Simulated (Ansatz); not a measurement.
**Lattice dynamics of Mg3PbO (model cell, started as antiperovskite)**

The cell of Mg3PbO (model cell, started as antiperovskite) is at rest. What are its phonons? After the zone centre comes a 4×4×4 q mesh on a 8×8×8 k mesh.

Program: Ansatz 0.2.0. Level of theory: DFT LDA, scalar-relativistic, plane waves, PAW; PAW set soft_1. Results are calculated unless marked as measured.

The structure was built from a prototype and need not be the compound's stable phase.

### Step 1. Set-up

It takes space group Pm-3m (No. 221, cubic). Conventional cell: a = 4.326 Å, b = 4.326 Å, c = 4.326 Å, α = 90.00°, β = 90.00°, γ = 90.00°. Pb has 12 Mg at 3.06 Å nearest. Nearest to O lie 6 Mg at 2.16 Å. Nearest to Mg lie 2 O at 2.16 Å. Farther neighbours and most contacts between anions are not listed.

### Step 2. Modes at Γ

The cell comes from relaxations at this level that are not shown. The zone centre comes first: it holds the modes that light can see, as far as symmetry allows. No field response is asked, since the mesh shows no gap.

input.yaml

```yaml
crystal:
  lattice:
    - [4.3259854434, 0.0, 0.0]
    - [0.0, 4.3259854434, 0.0]
    - [0.0, 0.0, 4.3259854434]
  atoms:
    - { symbol: Pb, position: [0.0, 0.0, 0.0] }
    - { symbol: O, position: [0.5, 0.5, 0.5] }
    - { symbol: Mg, position: [0.5, 0.5, 0.0] }
    - { symbol: Mg, position: [0.5, 0.0, 0.5] }
    - { symbol: Mg, position: [0.0, 0.5, 0.5] }
kpoints:
  mp_grid: { grid: [8, 8, 8] }
hamiltonian:
  xc: lda
  pseudopotentials: { kind: paw, azcp: { folder: soft_1 }, xc_functional: pbe }
scf:
  occupations: { method: methfessel_paxton, width: 0.2 }
output:
  eigenvalues: true
phonons:
  method: dfpt
```

Launch:

```bash
$ ansatz run input.yaml --threads 8 --pin off --max-ram 16384MiB --backend cpu --events-out ev --progress --plain --runs-dir out
```

Numbers of over 12 decimals in the logs are rounded to 6 here.

Output:

```text
zone centre: on kpoints.mp_grid the ground state, and the responses unless they are solved on pairs of k-points, stand on 125 of the mesh's 512 k-points, reduced under 8 symmetry operations, with k and −k counted as one. Each operation leaves every solved displacement unchanged or reverses it
Engine: ansatz 0.2.0, aarch64-unknown-linux-gnu
Pseudopotentials: kind: paw
Pseudopotential: Pb, paw, valence charge 14, recommended cutoff 420 eV (normal), soft_1/Pb.paw.azcp
Pseudopotential: O, paw, valence charge 6, recommended cutoff 420 eV (normal), soft_1/O.paw.azcp
Pseudopotential: Mg, paw, valence charge 10, recommended cutoff 420 eV (normal), soft_1/Mg.paw.azcp
Functional definition: SPW92
  exchange = slater_x
  correlation = pw_c
Crystal: 5 atoms, lattice volume = 80.957 Å³
Basis set: ecut = 420 eV, 1575 PW (Γ), exchange–correlation on 60×60×60 points (8 copies of the dense FFT grid, shifted against one another)
Bands: 30, of which v1, the nominal top of the filled ones, is band 25 counted from 1 (24 counted from 0)
Symmetry: 48 space group operations
k-points: 125 of 512 (irreducible under 8 space group operations)
Non-local potential: Pb, projectors of the file, l = 0: 2, l = 1: 2, l = 2: 2, l = 3: 1
Non-local potential: O, projectors of the file, l = 0: 2, l = 1: 2, l = 2: 1
Non-local potential: Mg, projectors of the file, l = 0: 3, l = 1: 2, l = 2: 1
PAW form: soft (Blöchl's): semilocal exchange-correlation on the pseudo side does not see the compensation charge
PAW frozen core: Pb, regenerated for the run's functional, and the local potential with it (the file was generated under x = pbe(κ = 0.804, μ = 0.219515), c = pbe(β = 0.066725))
PAW frozen core: O, regenerated for the run's functional, and the local potential with it (the file was generated under x = pbe(κ = 0.804, μ = 0.219515), c = pbe(β = 0.066725))
PAW frozen core: Mg, regenerated for the run's functional, and the local potential with it (the file was generated under x = pbe(κ = 0.804, μ = 0.219515), c = pbe(β = 0.066725))
PAW one-centre angular grid: Pb, 590 points (default); XC on 64 Gauss nodes
PAW one-centre angular grid: O, 110 points (default); XC on 64 Gauss nodes
PAW one-centre angular grid: Mg, 110 points (default); XC on 64 Gauss nodes
Initial density: superposition of atomic densities (chi_scale 0.1, normalization cell, long waves kept (reshape's long-wave potential 0.00 eV rms))
Initial wavefunctions: pseudopotential atomic-orbital guess
Functional: x = slater, c = lda
SCF iter   1: F=—  HF=-17867.808909 eV  |F-HF|=—  |Δ(HF+E_count)|=         —  Δρ=7.92e-2  dr2=4.45e0  ethr=3.10e-3  ⟨swp⟩=6.7  Hψ=16916  notcnv=0
preconditioner: auto → Resta (q_TF=auto, 2.518 Å⁻¹)  ε∞=3.6  [insulator: Δε(μ)=0.147 eV  Ē_g=13.138 eV  σ=0.200 eV  W_gap=0.56  n_scr=26 (ndim 8)  ℏωp=21.0 eV  f_vac=0.000  D(μ)=0.51/eV (n_scr^D=0)  ε∞_Penn≈3.6]
SCF iter   2: F=—  HF=-17866.986322 eV  |F-HF|=—  |Δ(HF+E_count)|=   8.23e-1  S|Δr|=    0.00e0  Δρ=2.43e-2  dr2=4.88e-1  ethr=3.10e-3  ⟨swp⟩=2.2  Hψ=6958  notcnv=0  defer=76
SCF iter   3: F=—  HF=-17866.947287 eV  |F-HF|=—  |Δ(HF+E_count)|=   3.90e-2  S|Δr|=    0.00e0  Δρ=7.84e-3  dr2=5.04e-2  ethr=9.77e-4  ⟨swp⟩=2.0  Hψ=4913  notcnv=0  defer=76
SCF iter   4: F=—  HF=-17866.941786 eV  |F-HF|=—  |Δ(HF+E_count)|=   5.50e-3  S|Δr|=    0.00e0  Δρ=1.66e-3  dr2=9.83e-4  ethr=1.01e-4  ⟨swp⟩=2.2  Hψ=6715  notcnv=0  defer=69
SCF iter   5: F=—  HF=-17866.941080 eV  |F-HF|=—  |Δ(HF+E_count)|=   7.06e-4  S|Δr|=    0.00e0  Δρ=4.19e-4  dr2=1.14e-4  ethr=1.97e-6  ⟨swp⟩=2.0  Hψ=6799  notcnv=0  defer=69
SCF iter   6: F=—  HF=-17866.941086 eV  |F-HF|=—  |Δ(HF+E_count)|=   5.74e-6  S|Δr|=    0.00e0  Δρ=8.28e-5  dr2=7.72e-6  ethr=2.29e-7  ⟨swp⟩=2.0  Hψ=4556  notcnv=0  defer=69
SCF iter   7: F=—  HF=-17866.941086 eV  |F-HF|=—  |Δ(HF+E_count)|=   4.77e-7  S|Δr|=    0.00e0  Δρ=2.06e-5  dr2=3.65e-7  ethr=1.54e-8  ⟨swp⟩=2.9  Hψ=6489  notcnv=0  defer=69
SCF iter   8: F=—  HF=-17866.941083 eV  |F-HF|=—  |Δ(HF+E_count)|=   2.67e-6  S|Δr|=    0.00e0  Δρ=8.23e-6  dr2=3.56e-8  ethr=7.30e-10  ⟨swp⟩=2.0  Hψ=6800  notcnv=0  defer=69
SCF iter   9: F=—  HF=-17866.941083 eV  |F-HF|=—  |Δ(HF+E_count)|=   1.43e-8  S|Δr|=    0.00e0  Δρ=8.76e-7  dr2=4.35e-10  ethr=7.12e-11  ⟨swp⟩=3.1  Hψ=7539  notcnv=0  defer=69
SCF iter  10: F=—  HF=-17866.941083 eV  |F-HF|=—  |Δ(HF+E_count)|=  1.53e-10  S|Δr|=    0.00e0  Δρ=1.39e-7  dr2=1.30e-11  ethr=1.00e-12  ⟨swp⟩=2.0  Hψ=5005  notcnv=0  defer=69
SCF iter  11: F=-17866.941083 eV  HF=-17866.941083 eV  |F-HF|=3.64e-12  |Δ(HF+E_count)|=  7.28e-12  S|Δr|=    0.00e0  Δρ=4.01e-8  dr2=9.22e-13  ethr=1.00e-12  ⟨swp⟩=9.7  Hψ=18918  notcnv=0
SCF 1 converged in 11 iterations: F = -17866.941083 eV  dr2 = 9.22e-13
  greatest PAW one-centre occupation: 1.000 electrons in one spin orbital (limit 2), on the Mg atom at site 2 (counted from 0), in its partial waves of l = 0
DFPT response loops at Γ: preconditioner auto → Kerker (q_TF=auto, 2.518 Å⁻¹) (partly filled bands, converged f_vac=0.000); β = 1.00, the filter's whole step (`scf.mixing.beta` (0.50) is not read by the response loops under this deck's `scf.mixing.preconditioner`; to damp them name `kerker` or `kerker_dos`, under which they read `scf.mixing.beta`, and type it under 1.00, their step now; both keys bind the ground state too); Broyden in place of MSR1
SCF converged after 11 iterations
Stability not checked: this state was not tested for a lower state beside it, because cold or Methfessel-Paxton smearing, or corrected tetrahedra, fill the levels in a way that the test cannot read (fill_not_monotonic; see scf.lower_state_search)
Free energy (F): -17866.941083 eV
Harris-Foulkes:  -17866.941083 eV  (|F-HF|=3.64e-12)
Internal energy: -17866.940373 eV  (E = F + TS)
E sigma→0 (E₀):  -17866.940906 eV
Entropy (-TS):   -0.000710 eV (-0.142 meV/atom)
Fermi energy:    10.590636 eV
--- Per-component energies (eV) ---
  E_band       = -986.225448
  E_kinetic    = 683.322919
  E_local      = -5910.992672  (includes V_loc(G=0)·N_el)
  E_nonlocal   = 950.082686
  E_hartree    = 2043.038833
  E_xc         = -356.961063
  E_vxc        = -336.549784  (∫ρ·V_xc dr)
  E_paw        = -11085.920449  (= ΣΔE_a)
  E_vpaw       = -458.166509  (= ΣTr[D̂ρ^β])
  E_aug_tail   = 0.000265  (compensation charges beyond the density's cutoff)
  E_ewald      = -4189.981627
  E_core_change = 0.470736  (= ΣΔE_core)
  E_smearing   = -0.000710  (= −TS)
  E_closure    = 0.000000  (closes the sum)
  Σ components = -17866.941083   (vs F -17866.941083, Δ=0.00e0)
--- Band table (eV; the first three rows and the last of 125) ---
  k-point 0: bands = [... 21 lower, 4.4258, 10.0797, 10.0797, 10.0797, 11.2405, 11.2405, 11.2703, 16.6617, ... 1 higher]
  k-point 1: bands = [... 21 lower, 4.4537, 8.7625, 10.0566, 10.0566, 11.3503, 11.4519, 12.7874, 15.7684, ... 1 higher]
  k-point 2: bands = [... 21 lower, 4.5226, 7.2560, 9.9905, 9.9905, 11.6747, 11.9796, 14.9024, 15.0704, ... 1 higher]
  k-point 124: bands = [... 21 lower, 4.0023, 6.8587, 6.8587, 6.8587, 12.1680, 12.1680, 12.1680, 13.9715, ... 1 higher]
--- Phonons (Γ-DFPT): 4 representative perturbations + reference, on 125 of 512 k-points (Σ response iterations 13) ---
  k mesh reduced under 8 symmetry operations, with k and −k counted as one. Each operation leaves every solved displacement unchanged or reverses it
  ASR residual: 4.576e-5 → 0.000e0 eV/Å²; symmetrization residual: 5.161e-6 eV/Å²
  ASR residual per site (eV/Å²): 8.68e-6 4.58e-5 4.29e-6 4.29e-6 4.29e-6
  Γ frequencies (cm⁻¹): 0.00 0.00 0.00 143.56 143.56 143.56 189.55 189.55 189.55 266.54 266.54 266.54 306.87 306.87 306.87
  non-analytic LO–TO correction: not included (Born effective charges unavailable; polar crystals: no LO–TO splitting at Γ)
```

The job ended after 17 s (8 threads of Arm Neoverse V2, shared host; peak memory 1.1 GiB).

Reading the cycles: dr2 is the Hartree energy of the density residual (eV), the measure of convergence; HF is the Harris–Foulkes estimate of the energy, which meets the free energy F at convergence.

Numbers from this step:

| Item | Value |
| --- | --- |
| volume per atom | 16.19 Å³ |
| gap on the k-mesh | 0 eV |
| sum-rule residual before enforcement | 4.58e-5 eV/Å² |
| point group | m-3m |
| highest optical mode at the zone centre (no LO-TO term) | 306.9 cm⁻¹ |
| lowest optical zone-centre mode | 143.6 cm⁻¹ |

Patterns of degenerate modes are one choice out of their space. The modes at Γ (shares of kinetic energy by element, %):

```csv
mode,frequency (cm⁻¹),symmetry,Pb %,O %,Mg %
1,0.0,acoustic,70,5,25
2,0.0,acoustic,70,5,25
3,0.0,acoustic,70,5,25
4,143.6,T1u,29,6,65
5,143.6,T1u,29,6,65
6,143.6,T1u,29,6,65
7,189.6,T2u,0,0,100
8,189.6,T2u,0,0,100
9,189.6,T2u,0,0,100
10,266.5,T1u,0,51,49
11,266.5,T1u,0,51,49
12,266.5,T1u,0,51,49
13,306.9,T1u,1,38,62
14,306.9,T1u,1,38,62
15,306.9,T1u,1,38,62
```

Displacements in mode 5 (143.6 cm⁻¹), the largest set to 1:
```
Pb1 -0.34  0.06 -0.08
O2   0.54 -0.10  0.13
Mg3  0.78 -0.15  0.23
Mg4  0.78 -0.19  0.18
Mg5  1.00 -0.15  0.18
```

Displacements in mode 12 (266.5 cm⁻¹), the largest set to 1:
```
Pb1 -0.01  0.00  0.00
O2   1.00  0.09  0.05
Mg3 -0.49 -0.04  0.02
Mg4 -0.49  0.03 -0.02
Mg5  0.38 -0.04 -0.02
```

Before it was imposed, the acoustic sum rule was missed by 4.6e-5 eV/Å². Small misses are needed for a sound result but don't prove that mesh and cutoff are converged. The lowest optical mode is real, 144 cm⁻¹.

[end of part 1 of 2]

[Logs are printed without paths, hosts, clocks, repeated set-up lines and the standing remarks that a program may print on its own settings, such as how far it seeks lower states.]

[Hosts, paths, dates, database ids (printed as entryN), source tags and the programs' standing remarks are cut or masked in the printed files.]
